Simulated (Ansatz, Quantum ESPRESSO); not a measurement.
# KSrCl3 (Pm-3m): Raman and infrared activity

Wanted: vibrational spectra of KSrCl3 (Pm-3m) from linear and non-linear response.

Main program and level: Quantum ESPRESSO 8.0 development, patched; DFT LDA, scalar-relativistic, plane waves, PseudoDojo norm-conserving pseudopotentials.

This is a report of a sequence of runs, with most program output left out.

The structure was built from a prototype and need not be the compound's stable phase.

### 1. The structure

Symmetry: Pm-3m, No. 221, cubic system. The conventional cell has a = 5.801 Å, b = 5.801 Å, c = 5.801 Å, α = 90.00°, β = 90.00°, γ = 90.00°. Nearest to K lie 12 Cl at 4.10 Å. Sr has 6 Cl at 2.90 Å nearest. Nearest to Cl lie 2 Sr at 2.90 Å. Farther neighbours and most contacts between anions are not listed.

### 2. A probe with smearing

Before anything dear is run, a loose run with smearing shows whether this is a metal and how far the cell is from rest.

The input, probe.in:

```
 &control
    calculation='scf',
    prefix='x',
    outdir='./tmp',
    pseudo_dir='./pseudo',
    tprnfor=.true.,
    tstress=.true.,
    verbosity='high',
 /
 &system
    ibrav=1,
    celldm(1)=10.96154536,
    nat=5,
    ntyp=3,
    ecutwfc=64.0,
    occupations='smearing',
    smearing='gaussian',
    degauss=0.01,
 /
 &electrons
    conv_thr=1.0d-07,
    mixing_beta=0.7,
    electron_maxstep=100,
 /
ATOMIC_SPECIES
 K      39.0983  K.upf
 Sr     87.6200  Sr.upf
 Cl     35.4500  Cl.upf
ATOMIC_POSITIONS crystal
 K      0.000000000   0.000000000   0.000000000
 Sr     0.500000000   0.500000000   0.500000000
 Cl     0.500000000   0.500000000   0.000000000
 Cl     0.500000000   0.000000000   0.500000000
 Cl     0.000000000   0.500000000   0.500000000
K_POINTS automatic
 4 4 4 0 0 0
```

Started as:

```bash
OMP_NUM_THREADS=1 mpirun -n 4 pw.x -nk 4 -in probe.in > probe.out
```

It took 14 s on 4 MPI ranks of Arm Neoverse V1, shared host.

Numbers from this step:

```
volume per atom   : 39.03 Å³
pressure          : -3.037 GPa
gap on the k-mesh : 3.967 eV
```

A gap of 4.0 eV opens on this mesh, so the crystal is taken as an insulator; the start stands at -3.0 GPa.

### 3. Relaxation

Frequencies change by per cents with a per cent of volume, so the structure is first brought to rest at this level of theory.

The input, relax.in:

```
 &control
    calculation='vc-relax',
    prefix='x',
    outdir='./tmp',
    pseudo_dir='./pseudo',
    tprnfor=.true.,
    tstress=.true.,
    forc_conv_thr=2.0d-05,
    etot_conv_thr=1.0d-07,
    nstep=40,
 /
 &system
    ibrav=1,
    celldm(1)=10.96154536,
    nat=5,
    ntyp=3,
    ecutwfc=64.0,
    occupations='fixed',
    nbnd=22,
 /
 &electrons
    conv_thr=1.0d-11,
    mixing_beta=0.7,
    electron_maxstep=100,
 /
 &ions
 /
 &cell
    press_conv_thr=0.2,
 /
ATOMIC_SPECIES
 K      39.0983  K.upf
 Sr     87.6200  Sr.upf
 Cl     35.4500  Cl.upf
ATOMIC_POSITIONS crystal
 K      0.000000000   0.000000000   0.000000000
 Sr     0.500000000   0.500000000   0.500000000
 Cl     0.500000000   0.500000000   0.000000000
 Cl     0.500000000   0.000000000   0.500000000
 Cl     0.000000000   0.500000000   0.500000000
K_POINTS automatic
 4 4 4 0 0 0
```

Started as:

```bash
OMP_NUM_THREADS=1 mpirun -n 4 pw.x -nk 4 -in relax.in > relax.out
```

Run time: 2 min. Hardware: 4 MPI ranks; 8 min of CPU time.

Step by step:

```tsv
step	energy less that of the first step (eV)	largest force (eV/Å)	pressure (GPa)	volume (Å³)
1	0.0000	0.0000	-3.04	195.17
2	-0.0554	0.0000	-2.86	192.16
3	-0.1306	0.0000	-2.55	187.71
4	-0.2241	0.0000	-2.00	181.16
5	-0.3139	0.0000	-0.96	171.62
6	-0.3337	0.0000	0.20	163.73
7	-0.3345	0.0000	-0.01	165.06
8	-0.3345	0.0000	0.00	164.97
9	-0.3345	0.0000	0.00	164.97
10	-0.3319	0.0000	-0.03	164.97
```

```tsv
conventional cell, symmetrised	before	after	change
a (Å)	5.801	5.484	-5.5 %
b (Å)	5.801	5.484	-5.5 %
c (Å)	5.801	5.484	-5.5 %
volume (Å³/atom)	39.03	32.99	-15.5 %
```

The relaxed structure:

```xyz
5
Lattice="5.4844 0.0000 0.0000 0.0000 5.4844 0.0000 0.0000 0.0000 5.4844" Properties=species:S:1:pos:R:3 pbc="T T T"
K     0.0000    0.0000    0.0000
Sr    2.7422    2.7422    2.7422
Cl    2.7422    2.7422    0.0000
Cl    2.7422    0.0000    2.7422
Cl    0.0000    2.7422    2.7422
```

The last row of the table of steps is pw.x's closing run on a basis chosen anew for the final cell, so its energy can jump.

Read from the output:

```
volume per atom   : 32.99 Å³
pressure          : -0.03500 GPa
gap on the k-mesh : 4.251 eV
```

The volume changes by -15.5 % from the cell with which this run began.

### 4. Self-consistent run for the response

Perturbation theory inherits every error of the wavefunctions, so the threshold is set near the limit of the arithmetic. With a gap, occupations are fixed, which also allows the response to an electric field.

The input, scf.in:

```
 &control
    calculation='scf',
    prefix='x',
    outdir='./tmp',
    pseudo_dir='./pseudo',
    tprnfor=.true.,
    tstress=.true.,
 /
 &system
    ibrav=1,
    celldm(1)=10.3640815,
    nat=5,
    ntyp=3,
    ecutwfc=64.0,
    occupations='fixed',
    nbnd=22,
 /
 &electrons
    conv_thr=1.0d-12,
    mixing_beta=0.7,
    electron_maxstep=100,
 /
ATOMIC_SPECIES
 K      39.0983  K.upf
 Sr     87.6200  Sr.upf
 Cl     35.4500  Cl.upf
ATOMIC_POSITIONS crystal
 K      0.000000000   0.000000000   0.000000000
 Sr     0.500000000   0.500000000   0.500000000
 Cl     0.500000000   0.500000000   0.000000000
 Cl     0.500000000   0.000000000   0.500000000
 Cl     0.000000000   0.500000000   0.500000000
K_POINTS automatic
 4 4 4 0 0 0
```

Started as:

```bash
OMP_NUM_THREADS=1 mpirun -n 4 pw.x -nk 4 -in scf.in > scf.out
```

It took 18 s on 4 MPI ranks; 73 s of CPU time.

The cell stands at -0.035 GPa, close enough for phonons.

### 5. Zone-centre response

At q = 0 one unit cell holds all displacements; symmetry groups them into irreducible representations that are solved one by one. The response to a field gives ε∞ and the Born charges, which polar modes need. Third-order response adds the Raman tensors.

The input, ph.in:

```
phonons
 &inputph
    prefix='x',
    outdir='./tmp',
    fildyn='g.dyn',
    tr2_ph=1.0d-18,
    epsil=.true.,
    lraman=.true.,
    elop=.true.,
 /
0.000000000000 0.000000000000 0.000000000000
```

Started as:

```bash
OMP_NUM_THREADS=1 mpirun -n 4 ph.x -nk 4 -in ph.in > ph.out
```

The job ended after 26 min (4 MPI ranks; 1.7 h of CPU time).

Read from the output:

- miss of the charge sum rule: 0.01714 e
- largest acoustic frequency at the zone centre before the sum rule: 0.42 cm⁻¹
- highest optical zone-centre mode (no LO-TO term): 276.9 cm⁻¹
- lowest optical zone-centre mode: -74.86 cm⁻¹
- mean high-frequency dielectric constant: 2.572
- largest Born charge in size (third of the trace): 2.375 e

Born charge (rows field, columns displacement), before the sum rule (e), principal values of the symmetric part by kind of site:

```tsv
atom	atoms with these values	low	middle	high	mean
K1	1	1.28	1.28	1.28	1.28
Sr2	1	2.37	2.37	2.37	2.37
Cl3	3	-1.94	-0.87	-0.87	-1.22
```

In full for Sr2:

```
2.37 0.00 0.00
0.00 2.37 0.00
0.00 0.00 2.37
```

High-frequency dielectric tensor:

```
2.57 0.00 0.00
0.00 2.57 0.00
0.00 0.00 2.57
```

The acoustic modes at Γ come out as far as 0.4 cm⁻¹ from zero, where they should vanish, a small numerical error; the Born charges miss their sum rule by 0.017 e, which is good. The lowest optical mode is imaginary, 75i cm⁻¹, an instability at this level and on this k mesh.

### 6. Zone-centre analysis

A rigid shift of the crystal must cost nothing, but grids and finite bases break this; the acoustic sum rule is imposed before the matrix is diagonalised again. With Born charges the intensities follow; a static dielectric tensor has no meaning with imaginary modes.

The input, dynmat.in:

```
 &input
    fildyn='g.dyn',
    asr='simple',
    fileig='dynmat.eig',
    lperm=.true.,
 /
```

Started as:

```bash
dynmat.x -in dynmat.in > dynmat.out
```

Elapsed: 0.47 s, on 1 thread.

Unit eigenvectors of the mass-weighted matrix after the sum rule; no LO-TO term. Modes at Γ, with each element's share of the kinetic energy (negative means imaginary):

```tsv
mode	frequency (cm⁻¹)	K %	Sr %	Cl %
1	-74.9	64	0	36
2	-74.9	64	0	36
3	-74.9	64	0	36
4	-48.0	0	0	100
5	-48.0	0	0	100
6	-48.0	0	0	100
7	0.0	17	38	46
8	0.0	17	38	46
9	0.0	17	38	46
10	69.9	19	39	43
11	69.9	19	39	43
12	69.9	19	39	43
13	276.9	0	24	76
14	276.9	0	24	76
15	276.9	0	24	76
```

Displacements in mode 2 (-74.9 cm⁻¹), the largest set to 1:
```
K1   0.00  0.00  1.00
Sr2  0.00  0.00  0.01
Cl3  0.00  0.00 -0.03
Cl4  0.00  0.00 -0.55
Cl5  0.00  0.00 -0.55
```

Displacements in mode 5 (-48.0 cm⁻¹), the largest set to 1:
```
K1   0.00  0.00  0.00
Sr2  0.00  0.00  0.00
Cl3 -0.02 -0.14  0.00
Cl4  0.02  0.00  1.00
Cl5  0.00  0.14 -1.00
```

Degenerate modes summed, no LO-TO term; imaginary modes left out. Lines of the infrared spectrum (strongest = 100):

```tsv
position (cm⁻¹)	lines merged	IR intensity, relative
70	3	5.2
277	3	100
```

The rule moves no optical mode by more than 0.1 cm⁻¹.

### 7. Sum rules set otherwise: a sum rule for molecules or wires on a crystal

This rule also removes rotations, which suits molecules and not a crystal; it is tried to see the harm.

The input, dynmat.in:

```
 &input
    fildyn='g.dyn',
    asr='zero-dim',
    fileig='dynmat.eig',
    lperm=.true.,
 /
```

Started as:

```bash
dynmat.x -in dynmat.in > dynmat.out
```

Elapsed: 0.45 s, on 1 thread.

The program raised no error, yet the settings are not those of a careful run.

The fault: a sum rule for molecules or wires on a crystal; 3 optical modes are projected out to zero frequency, as if they were rotations.

For a crystal the rule has to be 'simple' or 'crystal'.

Zone-centre frequencies as printed; negative means imaginary. Modes:

```tsv
mode	frequency (cm⁻¹)
1	-74.86
2	-66.34
3	-66.34
4	0
5	0
6	0
7	0
8	0
9	0
10	21.59
11	21.59
12	69.89
13	273.3
14	273.3
15	276.9
```

### 8. The LO-TO splitting (1 0 0)

A longitudinal polar mode sets up a macroscopic field that stiffens it; the term hangs on the direction from which q goes to zero.

The input, dynmat.in:

```
 &input
    fildyn='g.dyn',
    asr='simple',
    fileig='dynmat.eig',
    q(1)=1.0,
    q(2)=0.0,
    q(3)=0.0,
 /
```

Started as:

```bash
dynmat.x -in dynmat.in > dynmat.out
```

The job ended after 0.45 s (1 thread).

This step gave:

```yaml
highest_mode_moved_by_the_lo_to_term: 311.6 cm⁻¹
```

Zone-centre frequencies as printed; negative means imaginary. Modes:

```tsv
mode	frequency (cm⁻¹)
1	-74.86
2	-74.86
3	-47.97
4	-47.97
5	-47.97
6	0
7	0
8	0
9	36.62
10	69.89
11	69.89
12	83.93
13	276.9
14	276.9
15	311.6
```

The field moves 3 modes; the highest of them now lies at 312 cm⁻¹, where the highest that moved away lay at 277.

### 9. The same in Ansatz

A second program on the same cell, potentials, cutoff and meshes tests the implementation of the phonon response, not its convergence. Its field response is summed in its own way. Its k mesh is centred on Γ.

This step: DFT LDA, scalar-relativistic, plane waves, PseudoDojo norm-conserving pseudopotentials (Ansatz 0.2.0).

The input, input.yaml:

```yaml
crystal:
  lattice:
    - [5.4844357397, 0.0, 0.0]
    - [0.0, 5.4844357397, 0.0]
    - [0.0, 0.0, 5.4844357397]
  atoms:
    - { symbol: K, position: [0.0, 0.0, 0.0] }
    - { symbol: Sr, position: [0.5, 0.5, 0.5] }
    - { symbol: Cl, position: [0.5, 0.5, 0.0] }
    - { symbol: Cl, position: [0.5, 0.0, 0.5] }
    - { symbol: Cl, position: [0.0, 0.5, 0.5] }
kpoints:
  mp_grid: { grid: [4, 4, 4] }
hamiltonian:
  xc: lda
  pseudopotentials: { kind: nc, accuracy: standard }
scf:
  occupations: { method: fixed }
output:
  eigenvalues: true
basis:
  ecutwfc: 870.764
phonons:
  method: dfpt
  dielectric: true
  rigid_motions: translations
  raman: true
```

Started as:

```bash
ansatz run input.yaml --threads 4 --pin off --max-ram 8192MiB --backend cpu --events-out ev --progress --plain --runs-dir out
```

Run time: 4.2 min. Hardware: 4 threads; peak memory 2 GiB; 15 min of CPU time.

Read from the output:

| Item | Value |
| --- | --- |
| sum-rule residual before enforcement | 8.37e-5 eV/Å² |
| miss of the charge sum rule | 5.07e-4 e |
| estimated error of the dielectric tensor | 0.004772 |
| estimated error of the Born charges | 0.01063 e |
| lowest optical zone-centre mode | -74.89 cm⁻¹ |
| mean high-frequency dielectric constant | 2.566 |
| largest Born charge in size (third of the trace) | 2.379 e |
| highest mode moved by the LO-TO term | 311.5 cm⁻¹ |

Transverse modes; imaginary modes left out. Infrared lines, with heights relative to the strongest:

```tsv
position (cm⁻¹)	label	IR intensity ((D/Å)²/amu), degenerate modes summed, relative
70	T1u	5.3
277	T1u	100
```

### 10. The two compared: QE PseudoDojo and Ansatz, PseudoDojo

Numbers from this step:

* root-mean-square difference: 0.03 cm⁻¹
* largest difference: 0.06 cm⁻¹

The two runs side by side. Further quantities:

```tsv
quantity	QE PseudoDojo	Ansatz, PseudoDojo
mean ε∞	2.572	2.566
largest Born charge in size (e; the first before, the second after the charge sum rule)	2.375	2.379
summed IR intensity ((D/Å)²/amu)	17.63	17.57
```

At the zone centre the largest difference (acoustic modes at Γ apart) is 0.02 % of the highest mode.

### 11. Summary of results

```json
{
 "space group after relaxation": "Pm-3m",
 "volume per atom": "33.0 Å³",
 "gap on the k-mesh": "4.25 eV",
 "highest optical zone-centre mode (no LO-TO term)": "276.9 cm⁻¹",
 "lowest optical zone-centre mode": "-74.9 cm⁻¹",
 "highest mode moved by the LO-TO term": "311.6 cm⁻¹",
 "mean high-frequency dielectric constant": "2.57",
 "largest Born charge in size (third of the trace)": "2.37 e",
 "imaginary optical modes at the zone centre (no q mesh in this session)": "yes",
 "largest difference from Ansatz, PseudoDojo": "0.06 cm⁻¹"
}
```

In words: No mode is Raman active in this structure; the strongest infrared line lies at 277 cm⁻¹. At the LDA level the optical modes of KSrCl3 (Pm-3m) at the zone centre (no LO-TO term) run from 75i to 277 cm⁻¹, so the structure is a saddle point, with 6 modes beyond 10i cm⁻¹ there. Along the directions run, the highest mode that the macroscopic field moves lies at 312 cm⁻¹. Of the 12 optical modes, 9 are infrared active alone and 3 are silent. QE PseudoDojo and Ansatz, PseudoDojo agree to 0.06 cm⁻¹ (0.02 % of the highest mode compared) on all solved modes but the acoustic ones at Γ, without the LO-TO term. These are harmonic frequencies at zero temperature: anharmonic shifts and linewidths and thermal expansion are left out. The relaxation ran at 64 Ry, under the 72 Ry recommended for these files; the stress of so short a basis can leave the cell about one per cent too small. Ansatz warns that the cutoff lies 11 % under the one recommended for these files; agreement at one cutoff is not convergence. The build is a development version in which the Raman tensors of release 7.5 are mended; dynmat.x leaves out the electro-optic term of LO lines. The structure is a hypothetical one, built on a prototype.

[Host names and launcher messages were left out of these logs when they were recorded.]

[Logs are printed without paths, hosts, clocks, repeated set-up lines and the standing remarks that a program may print on its own settings, such as how far it seeks lower states.]

[Hosts, paths, dates, database ids (printed as entryN), source tags and the programs' standing remarks are cut or masked in the printed files.]
